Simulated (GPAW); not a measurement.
Consider CsCdCl3 (Pm-3m).

```xyz
5
Lattice="5.2000 0.0000 0.0000 0.0000 5.2000 0.0000 0.0000 0.0000 5.2000" Properties=species:S:1:pos:R:3 pbc="T T T"
Cs    0.0000    0.0000    0.0000
Cd    2.6000    2.6000    2.6000
Cl    2.6000    2.6000    0.0000
Cl    2.6000    0.0000    2.6000
Cl    0.0000    2.6000    2.6000
```

Absorber: atom 3, with 2 Cd at 2.60 Å (linear, site symmetry 4/mmm). Method: GPAW, LDA, full core hole (charged cell), 10-atom cell with 7.4 Å between holes, 4×4×4 k points, dipole transitions, Gaussian full width 0.9 eV up to 4 eV, rising linearly to 3.5 eV at 25 eV.

The database entry behind the starting cell is an old determination (1928), so it need not match the best structure at ambient conditions.

Q: What does the Cl K edge look like?

Main maxima up to 24 eV above the zero (height): 3.2 eV (0.79), 6.1 eV (2.24), 9.0 eV (1.63) and 18.6 eV (1.46). A K edge sees empty p states on the absorber. The total-energy difference plus the lowest empty eigenvalue puts the zero at 2823.91 eV. One term is added: -17.80 eV, since the hole is spin-paired here and a spin-polarised one costs that much less in the free atom (computed apart). The photon energy is then 2806.11 eV. The functional and the charged cell's background leave an error in such absolute values: in the free atom LDA prices this hole 9.7 eV below PBE (computed apart), and PBE is itself good to a few eV.

The Cl K spectrum (energy from the lowest empty level; intensity scaled to a mean of 1 over the first 20 eV):

```tsv
E (eV)	intensity
-2.0	0.00
-1.4	0.00
-0.8	0.00
-0.2	0.00
0.4	0.03
1.0	0.09
1.6	0.30
2.2	0.53
2.8	0.61
3.4	0.75
4.0	0.43
4.6	0.50
5.2	1.21
5.8	2.12
6.4	2.14
7.0	1.87
7.6	1.70
8.2	1.54
8.8	1.61
9.4	1.52
10.0	1.03
10.6	0.58
11.2	0.43
11.8	0.45
12.4	0.50
13.0	0.59
13.6	0.71
14.2	0.83
14.8	0.91
15.4	0.95
16.0	1.02
16.6	1.14
17.2	1.28
17.8	1.40
18.4	1.46
19.0	1.45
19.6	1.38
20.2	1.27
20.8	1.18
21.4	1.12
22.0	1.11
22.6	1.15
23.2	1.19
23.8	1.22
24.4	1.22
25.0	1.21
25.6	1.18
26.2	1.16
26.8	1.15
27.4	1.15
28.0	1.18
28.6	1.24
29.2	1.33
29.8	1.44
30.4	1.54
31.0	1.60
31.6	1.61
```

The mesh is coarse (0.30 Å⁻¹ between points), so small maxima may be mesh ripples. Lifetime broadening is put in by hand, and intensities beyond about 20 eV depend on it and on the partial waves. The structure is a published determination, not relaxed.

[Banner, clock and machine lines of the logs are left out without a mark of their own.]

[Logs are printed without paths, hosts, clocks, repeated set-up lines and the standing remarks that a program may print on its own settings, such as how far it seeks lower states.]

[Hosts, paths, dates, database ids (printed as entryN), source tags and the programs' standing remarks are cut or masked in the printed files.]

[Lists of maxima count a maximum above −3 eV only where it reaches 4 % of the highest in the window and stands out from its surroundings by 2 % of it (1.5 % where it reaches 55 %); shoulders and weaker maxima are passed over, and of the rest the first, up to two pre-edge ones and the few strongest are named.]
